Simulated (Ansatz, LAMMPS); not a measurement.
# Amorphous polyacrylonitrile (as short chains C14N4H18), from a frame at 400 K (108 atoms): geometry optimisation

Aim: bring amorphous polyacrylonitrile (as short chains C14N4H18), from a frame at 400 K (108 atoms) to a nearby minimum of the energy and see what moves.

Program: Ansatz 0.2.0. Level of theory: Kohn-Sham DFT, PBE+D3(BJ), PAW (set soft_2), plane waves. Results are calculated unless marked as measured.

This is a report of a sequence of runs, with most program output left out.

### Step 1. Starting point

The cell holds 108 atoms: 42 C, 12 N and 54 H. Its edges and angles: a = 10.456 Å, b = 10.456 Å, c = 10.456 Å, α = 90.0°, β = 90.0°, γ = 90.0°. 3 polyacrylonitrile chains of 4 units with methyl end groups placed at random, at 1.06 g/cm³; overlaps pushed apart, then 20 ps at 800 K with MMFF94 bonds, angles, torsions, charges and radii (Halgren, J. Comput. Chem. 17, 490 (1996)) in harmonic and 12-6 forms. Snapshot after 30 ps at 400 K and fixed volume.

What the set-up can't give: The network of contacts between molecules at the start is that of the classical potential that made the cell. Only the Γ point is sampled, in a cell whose shortest periodic width is 10 Å.

### Step 2. How the cell was made

A classical potential makes the cell, at a small fraction of what the same run would cost in DFT.

This step: classical MD, MMFF94 bonds, angles, torsions, charges and radii (Halgren, J. Comput. Chem. 17, 490 (1996)) in harmonic and 12-6 forms; charges of ions scaled by 0.8 (LAMMPS 22 Jul 2025 - Update 4).

The input, in.lmp:

```
# amorphous polyacrylonitrile
units real
atom_style full
boundary p p p
bond_style harmonic
angle_style harmonic
dihedral_style opls
improper_style harmonic
special_bonds lj 0 0 0.5 coul 0 0 0.75
read_data data.lmp
neigh_modify delay 0 every 1 check yes one 4000
comm_modify cutoff 12.0
timestep 0.5
thermo_style custom step time temp pe press density
thermo_modify norm yes
# push overlapping molecules apart
pair_style soft 2.6
pair_coeff * * 0.0
variable a equal ramp(1,60)
fix ad all adapt 1 pair soft a * * v_a
velocity all create 800 652225 mom yes dist gaussian
fix lim all nve/limit 0.03
fix lan all langevin 800 800 50 652226 zero yes
thermo 1000
run 3000 post no
unfix ad
pair_style lj/cut/coul/long 9.0
pair_modify mix arithmetic tail yes
pair_coeff 1 1 0.0678 3.3680   # C
pair_coeff 2 2 0.0678 3.5530   # C
pair_coeff 3 3 0.0721 3.3270   # N
pair_coeff 4 4 0.0216 2.5400   # H
kspace_style pppm 1.0e-4
thermo 100
# [... 16 lines left out ...]
compute msd all msd com yes
thermo 7500
fix md all nvt temp 400 400 100
run 30000 post no
print "== T400: mean square displacement over the hold $(c_msd[4]:%.2f) A^2"
unfix md
uncompute msd
write_dump all custom T400.dump id type xs ys zs modify sort id
```

On the command line:

```
> lmp -in in.lmp -log none -nocite
```

It took 27 s on 1 thread of Arm Neoverse V2, shared host; peak memory 0.12 GiB.

The input also reads data.lmp (atoms, bonds and types; not printed here).

### Step 3. Single point at the start

A single point comes first, to see the forces before anything moves.

The input, input.yaml:

```yaml
crystal:
  lattice:
    - [10.45608, 0.0, 0.0]
    - [0.0, 10.45608, 0.0]
    - [0.0, 0.0, 10.45608]
  atoms:
    - { symbol: C, position: [0.91725, 0.04382, 0.21168] }
    - { symbol: C, position: [0.86652, 0.17398, 0.17376] }
    - { symbol: C, position: [0.85108, 0.25633, 0.29244] }
    - { symbol: C, position: [0.97858, 0.32112, 0.31686] }
    - { symbol: "N", position: [0.06962, 0.38151, 0.33819] }
    - { symbol: C, position: [0.74833, 0.35814, 0.26669] }
    - { symbol: C, position: [0.64892, 0.3952, 0.36354] }
    - { symbol: C, position: [0.70563, 0.44856, 0.47126] }
    - { symbol: "N", position: [0.74963, 0.47595, 0.57318] }
    - { symbol: C, position: [0.57413, 0.27997, 0.41259] }
    - { symbol: C, position: [0.44468, 0.27358, 0.35859] }
    - { symbol: C, position: [0.45999, 0.24814, 0.23066] }
    - { symbol: "N", position: [0.47925, 0.21613, 0.1249] }
    - { symbol: C, position: [0.36416, 0.17277, 0.42455] }
    - { symbol: C, position: [0.29636, 0.20983, 0.54663] }
    - { symbol: C, position: [0.37194, 0.22879, 0.65937] }
    - { symbol: "N", position: [0.44176, 0.24846, 0.73917] }
    - { symbol: C, position: [0.19105, 0.10136, 0.58205] }
    - { symbol: H, position: [0.00796, 0.01809, 0.16095] }
    - { symbol: H, position: [0.94975, 0.03619, 0.31367] }
    - { symbol: H, position: [0.84212, 0.96253, 0.18884] }
    - { symbol: H, position: [0.92352, 0.23231, 0.10044] }
    - { symbol: H, position: [0.76766, 0.15213, 0.14825] }
    - { symbol: H, position: [0.81162, 0.18449, 0.36903] }
    - { symbol: H, position: [0.80329, 0.44803, 0.24649] }
    - { symbol: H, position: [0.70594, 0.32253, 0.1774] }
    - { symbol: H, position: [0.57557, 0.47162, 0.32833] }
    - { symbol: H, position: [0.62612, 0.19289, 0.38521] }
    - { symbol: H, position: [0.5721, 0.2783, 0.51658] }
    - { symbol: H, position: [0.38975, 0.36174, 0.37608] }
    - { symbol: H, position: [0.43041, 0.08938, 0.44243] }
    - { symbol: H, position: [0.28927, 0.13935, 0.35958] }
    - { symbol: H, position: [0.25099, 0.29577, 0.52592] }
    - { symbol: H, position: [0.15859, 0.13765, 0.67167] }
    - { symbol: H, position: [0.21529, 0.00418, 0.59145] }
    - { symbol: H, position: [0.11432, 0.10493, 0.51197] }
    - { symbol: C, position: [0.70276, 0.40098, 0.87908] }
    - { symbol: C, position: [0.70667, 0.2657, 0.88399] }
    - { symbol: C, position: [0.77673, 0.20318, 0.77303] }
    - { symbol: C, position: [0.90355, 0.25546, 0.75088] }
    - { symbol: "N", position: [0.99794, 0.30295, 0.71336] }
    - { symbol: C, position: [0.78102, 0.06339, 0.78654] }
    - { symbol: C, position: [0.64978, 0.99382, 0.7794] }
    - { symbol: C, position: [0.60164, 0.98032, 0.65239] }
    - { symbol: "N", position: [0.57878, 0.97258, 0.54149] }
    - { symbol: C, position: [0.66665, 0.85912, 0.81917] }
    - { symbol: C, position: [0.5644, 0.82216, 0.92279] }
    - { symbol: C, position: [0.43507, 0.83499, 0.86826] }
    - { symbol: "N", position: [0.33893, 0.85076, 0.82014] }
    - { symbol: C, position: [0.57979, 0.89444, 0.04785] }
    - { symbol: C, position: [0.53068, 0.81994, 0.15749] }
    - { symbol: C, position: [0.61343, 0.71027, 0.19299] }
    - { symbol: "N", position: [0.69649, 0.64725, 0.22383] }
    - { symbol: C, position: [0.52229, 0.89712, 0.26706] }
    - { symbol: H, position: [0.62639, 0.42837, 0.81008] }
    - { symbol: H, position: [0.78686, 0.45134, 0.84] }
    - { symbol: H, position: [0.67811, 0.44064, 0.97222] }
    - { symbol: H, position: [0.61069, 0.22773, 0.89454] }
    - { symbol: H, position: [0.77304, 0.23579, 0.96306] }
    - { symbol: H, position: [0.72488, 0.22587, 0.69034] }
    - { symbol: H, position: [0.83378, 0.03903, 0.87924] }
    - { symbol: H, position: [0.83249, 0.03314, 0.70988] }
    - { symbol: H, position: [0.57524, 0.04403, 0.82837] }
    - { symbol: H, position: [0.76238, 0.84506, 0.85642] }
    - { symbol: H, position: [0.65098, 0.7855, 0.74621] }
    - { symbol: H, position: [0.57191, 0.71793, 0.93633] }
    - { symbol: H, position: [0.5136, 0.97529, 0.03714] }
    - { symbol: H, position: [0.67815, 0.93261, 0.05949] }
    - { symbol: H, position: [0.44141, 0.79321, 0.1254] }
    - { symbol: H, position: [0.61944, 0.94699, 0.2797] }
    - { symbol: H, position: [0.44421, 0.96588, 0.25274] }
    - { symbol: H, position: [0.50182, 0.83308, 0.35312] }
    - { symbol: C, position: [0.34674, 0.5455, 0.07214] }
    - { symbol: C, position: [0.36045, 0.46654, 0.95263] }
    - { symbol: C, position: [0.2316, 0.40203, 0.92428] }
    - { symbol: C, position: [0.1997, 0.29164, 0.01021] }
    - { symbol: "N", position: [0.17867, 0.21113, 0.08435] }
    - { symbol: C, position: [0.11838, 0.49602, 0.90145] }
    [... 24 atom lines left out ...]
    - { symbol: H, position: [0.20579, 0.737, 0.41967] }
    - { symbol: H, position: [0.17246, 0.58753, 0.40713] }
    - { symbol: H, position: [0.94628, 0.61788, 0.47375] }
    - { symbol: H, position: [0.88861, 0.74744, 0.27189] }
    - { symbol: H, position: [0.06086, 0.72745, 0.23616] }
    - { symbol: H, position: [0.94291, 0.58926, 0.26356] }
kpoints:
  mp_grid: { grid: [1, 1, 1] }
hamiltonian:
  xc: pbe
  dispersion: d3bj
scf:
  occupations: { method: fermi_dirac, width: 0.025 }
output:
  forces: true
  stress: true
  populations: true
  dos:
    method: { smearing: { sigma: 0.08 } }
    de: 0.1
    projected: { site_lists: { C: [C], H: [H], "N": ["N"] } }
  eigenvalues: true
```

On the command line:

```
> ansatz run input.yaml --threads 4 --pin off --max-ram 8192MiB --backend cpu --events-out ev --progress --plain --runs-dir out
```

The job ended after 8.7 s (4 threads of Arm Neoverse V2, shared host; peak memory 1.1 GiB; 33 s of CPU time).

The run gave:

```
free energy                                      : -16004.2451 eV
free energy per atom                             : -148.1875 eV/atom
SCF cycles                                       : 10
pressure                                         : 3.736 GPa
r.m.s. force component                           : 1.222 eV/Å
longest force                                    : 6.037 eV/Å
Fermi energy                                     : 1.16 eV
gap (highest filled to lowest empty level) : 5.788 eV
spilling of the projection                       : 0.0125
```

The r.m.s. force component of 1.2 eV/Å and the pressure of 3.7 GPa set the starting point.

Neighbours are counted within 1.34 Å (H-C), 1.85 Å (C-C), 1.62 Å (C-N).

Length of the force by element and coordination:

| element | coordination | atoms | mean length of the force (eV/Å) | spread | least | most |
| --- | --- | --- | --- | --- | --- | --- |
| C | all | 42 | 2.48 | 1.18 | 0.187 | 6.04 |
| C | 2 | 12 | 2.86 | 1.52 | 1.01 | 6.04 |
| C | 4 | 30 | 2.33 | 0.970 | 0.187 | 4.63 |
| H | all | 54 | 1.17 | 0.769 | 0.104 | 3.44 |
| N | all | 12 | 1.84 | 1.31 | 0.315 | 4.32 |

### Step 4. Cell and atoms relaxed

The cell is relaxed with the atoms, since the starting lattice needn't suit this functional.

input.yaml, the sections that differ from step 3:

```yaml
output:
  forces: true
relax:
  f_tol: 0.03
  max_steps: 200
  cell: {}
# crystal, kpoints, hamiltonian, scf: as in step 3
```

Elapsed: 3.1 min, on 4 threads; peak memory 1.2 GiB; 12 min of CPU time.

The steps of the relaxation (22 of 30):

| step | energy less that of the first step (eV) | largest force component (eV/Å) | pressure (GPa) | volume (Å³) |
| --- | --- | --- | --- | --- |
| 1 | 0.0000 | 5.2417 | 3.74 | 1143.16 |
| 2 | -5.5423 | 1.6817 | 0.42 | 1190.98 |
| 4 | -6.7659 | 0.3673 | -0.21 | 1174.76 |
| 5 | -6.9549 | 0.4336 | -0.33 | 1166.94 |
| 7 | -7.1334 | 0.4341 | 0.08 | 1154.41 |
| 8 | -7.1987 | 0.1448 | -0.19 | 1146.61 |
| 9 | -7.2252 | 0.1988 | 0.12 | 1144.65 |
| 11 | -7.3115 | 0.3254 | -0.24 | 1131.86 |
| 12 | -7.3331 | 0.4108 | -0.14 | 1132.81 |
| 13 | -7.3774 | 0.1101 | -0.05 | 1135.20 |
| 15 | -7.4022 | 0.3222 | -0.05 | 1133.76 |
| 16 | -7.4069 | 0.0287 | -0.01 | 1133.78 |
| 18 | -7.4096 | 0.2243 | -0.08 | 1133.03 |
| 19 | -7.4132 | 0.0561 | 0.02 | 1133.10 |
| 20 | -7.4155 | 0.0139 | 0.00 | 1132.65 |
| 22 | -7.4559 | 0.0533 | 0.00 | 1132.94 |
| 23 | -7.4633 | 0.0739 | -0.02 | 1132.60 |
| 24 | -7.4655 | 0.0596 | -0.02 | 1132.59 |
| 26 | -7.4690 | 0.0044 | 0.00 | 1132.02 |
| 27* | -7.4774 | 0.0067 | 0.01 | 1132.02 |
| 29 | -7.4819 | 0.0125 | 0.00 | 1132.49 |
| 30* | -7.4932 | 0.0127 | 0.00 | 1132.49 |

Relaxation steps marked * repeat the geometry before them on a plane-wave basis chosen anew for their cell, so energy and pressure can jump there. Other such steps can lie between the rows shown. Relaxation steps 15, 18, 25 were tried and not accepted.

| cell as run | before | after | change |
| --- | --- | --- | --- |
| a (Å) | 10.456 | 10.079 | -3.6 % |
| b (Å) | 10.456 | 11.008 | +5.3 % |
| c (Å) | 10.456 | 10.256 | -1.9 % |
| α (°) | 90.00 | 94.90 | +5.4 % |
| β (°) | 90.00 | 87.56 | -2.7 % |
| γ (°) | 90.00 | 88.97 | -1.1 % |
| volume (Å³/atom) | 10.58 | 10.49 | -0.9 % |

The atoms that moved most (Å, as changes of fractional coordinates times the final cell):

| atom | dx | dy | dz | length |
| --- | --- | --- | --- | --- |
| N77 | -0.949 | 0.135 | -0.921 | 1.329 |
| H19 | 0.550 | 0.676 | 0.895 | 1.249 |
| H21 | 1.148 | 0.059 | -0.002 | 1.150 |
| H72 | -0.936 | 0.218 | -0.579 | 1.122 |
| H91 | -0.372 | -0.755 | 0.587 | 1.026 |
| H23 | -0.097 | -0.548 | 0.833 | 1.002 |
| N45 | 0.686 | 0.524 | -0.452 | 0.975 |
| H65 | 0.608 | 0.277 | -0.626 | 0.916 |

The relaxation changed the energy by -69.4 meV/atom, and atoms moved by 0.56 Å r.m.s., 1.3 Å at most.

### Step 5. Structure statistics after relaxation

Bonds before and after, by the cutoffs listed below:

| pair | bonds before | bonds after | mean before (Å) | mean after (Å) | spread before (Å) | spread after (Å) |
| --- | --- | --- | --- | --- | --- | --- |
| H-C | 54 | 54 | 1.098 | 1.098 | 0.038 | 0.003 |
| C-C | 39 | 39 | 1.491 | 1.517 | 0.051 | 0.039 |
| C-N | 12 | 12 | 1.161 | 1.162 | 0.020 | 0.000 |

Density 1.07 g/cm³, 10.49 Å³ an atom.

g(r), total and by pair (bins of 0.2 Å):

| r (Å) | total | H-H | H-C | H-N | C-C | C-N | N-N |
| --- | --- | --- | --- | --- | --- | --- | --- |
| 1.00 | 2.81 | 0.00 | 7.20 | 0.00 | 0.00 | 0.00 | 0.00 |
| 1.20 | 1.41 | 0.00 | 1.89 | 0.00 | 0.00 | 7.75 | 0.00 |
| 1.40 | 0.43 | 0.00 | 0.00 | 0.00 | 2.82 | 0.00 | 0.00 |
| 1.60 | 0.89 | 0.00 | 0.00 | 0.00 | 5.85 | 0.00 | 0.00 |
| 1.80 | 0.74 | 2.96 | 0.00 | 0.00 | 0.00 | 0.00 | 0.00 |
| 2.00 | 0.24 | 0.07 | 0.56 | 0.00 | 0.00 | 0.00 | 0.00 |
| 2.20 | 1.59 | 0.38 | 3.80 | 0.14 | 0.00 | 0.00 | 0.00 |
| 2.40 | 0.90 | 1.82 | 0.19 | 0.84 | 1.86 | 0.00 | 0.00 |
| 2.60 | 1.43 | 1.71 | 0.99 | 1.59 | 2.00 | 1.55 | 0.00 |
| 2.80 | 1.18 | 1.29 | 1.77 | 1.52 | 0.00 | 0.00 | 0.00 |
| 3.00 | 0.84 | 1.62 | 0.58 | 1.15 | 0.56 | 0.00 | 0.00 |
| 3.20 | 0.88 | 0.75 | 0.74 | 2.27 | 0.55 | 0.76 | 0.00 |
| 3.40 | 0.90 | 0.35 | 0.93 | 1.39 | 0.18 | 2.92 | 1.03 |
| 3.60 | 1.00 | 0.64 | 1.04 | 1.25 | 0.44 | 2.37 | 1.96 |
| 3.80 | 0.81 | 0.88 | 0.52 | 0.91 | 0.77 | 1.73 | 1.29 |
| 4.00 | 0.84 | 0.58 | 0.86 | 0.74 | 1.06 | 1.35 | 0.40 |
| 4.20 | 0.95 | 0.86 | 1.01 | 0.99 | 0.96 | 0.80 | 1.41 |
| 4.40 | 0.98 | 1.08 | 0.78 | 1.43 | 1.06 | 0.78 | 1.31 |
| 4.60 | 0.98 | 1.17 | 0.80 | 1.09 | 0.84 | 1.27 | 1.46 |
| 4.80 | 1.04 | 0.98 | 1.06 | 0.79 | 1.09 | 1.36 | 0.53 |

Bonds by pair of elements; cutoffs follow the first minimum of g(r), held within bounds set by covalent radii, and pairs that aren't listed don't count as bonded:

| pair A-B | cutoff (Å) | bonds | mean length (Å) | spread (Å) | shortest (Å) | B about A | A about B |
| --- | --- | --- | --- | --- | --- | --- | --- |
| H-C | 1.34 | 54 | 1.10 | 0.003 | 1.09 | 1 | 1.29 |
| C-C | 1.85 | 39 | 1.52 | 0.039 | 1.46 | 1.86 | 1.86 |
| C-N | 1.62 | 12 | 1.16 | 0 | 1.16 | 0.286 | 1 |

How many atoms have how many bonded neighbours:

| element | mean | 1 | 2 | 4 |
| --- | --- | --- | --- | --- |
| C | 3.43 | 0 | 12 | 30 |
| H | 1 | 54 | 0 | 0 |
| N | 1 | 12 | 0 | 0 |

Bond angles, per cent of each kind in bins of 5°:

| angle (°) | C-C-H | C-C-C | H-C-H | C-C-N |
| --- | --- | --- | --- | --- |
| 100–105 | 1.0 | 0.0 | 0.0 | 0.0 |
| 105–110 | 71.6 | 18.8 | 100.0 | 0.0 |
| 110–115 | 27.5 | 75.0 | 0.0 | 0.0 |
| 115–120 | 0.0 | 6.2 | 0.0 | 0.0 |
| 120–125 | 0.0 | 0.0 | 0.0 | 0.0 |
| 125–130 | 0.0 | 0.0 | 0.0 | 0.0 |
| 130–135 | 0.0 | 0.0 | 0.0 | 0.0 |
| 135–140 | 0.0 | 0.0 | 0.0 | 0.0 |
| 140–145 | 0.0 | 0.0 | 0.0 | 0.0 |
| 145–150 | 0.0 | 0.0 | 0.0 | 0.0 |
| 150–155 | 0.0 | 0.0 | 0.0 | 0.0 |
| 155–160 | 0.0 | 0.0 | 0.0 | 0.0 |
| 160–165 | 0.0 | 0.0 | 0.0 | 0.0 |
| 165–170 | 0.0 | 0.0 | 0.0 | 0.0 |
| 170–175 | 0.0 | 0.0 | 0.0 | 0.0 |
| 175–180 | 0.0 | 0.0 | 0.0 | 100.0 |

Bond angles (no mean is given where the spread exceeds 20°):

| angle | count | mean (°) | spread (°) |
| --- | --- | --- | --- |
| C-C-H | 102 | 109 | 1.7 |
| C-C-C | 48 | 112 | 2.3 |
| H-C-H | 30 | 108 | 0.9 |
| C-C-N | 12 | 178 | 1 |

Bond length by coordination (bonds to H left out):

| element | coordination | atoms | mean bond length (Å) |
| --- | --- | --- | --- |
| C | 2 | 12 | 1.31 |
| C | 4 | 30 | 1.53 |

Counting bonds as in the table, 71 % of C atoms have 4, all H atoms have 1 and all N atoms have 1 bonded neighbour. The C-C-H angle averages 109° with a spread of 1.7°.

(Part 1 of 2 ends here.)

[Logs are printed without paths, hosts, clocks, repeated set-up lines and the standing remarks that a program may print on its own settings, such as how far it seeks lower states.]

[Hosts, paths, dates, database ids (printed as entryN), source tags and the programs' standing remarks are cut or masked in the printed files.]

[The MMFF94 radii named for the starting cell were scaled by 0.96; in molecules described by MMFF94, hydrogen bound to N, O or S took a small fixed 12-6 site in their place.]
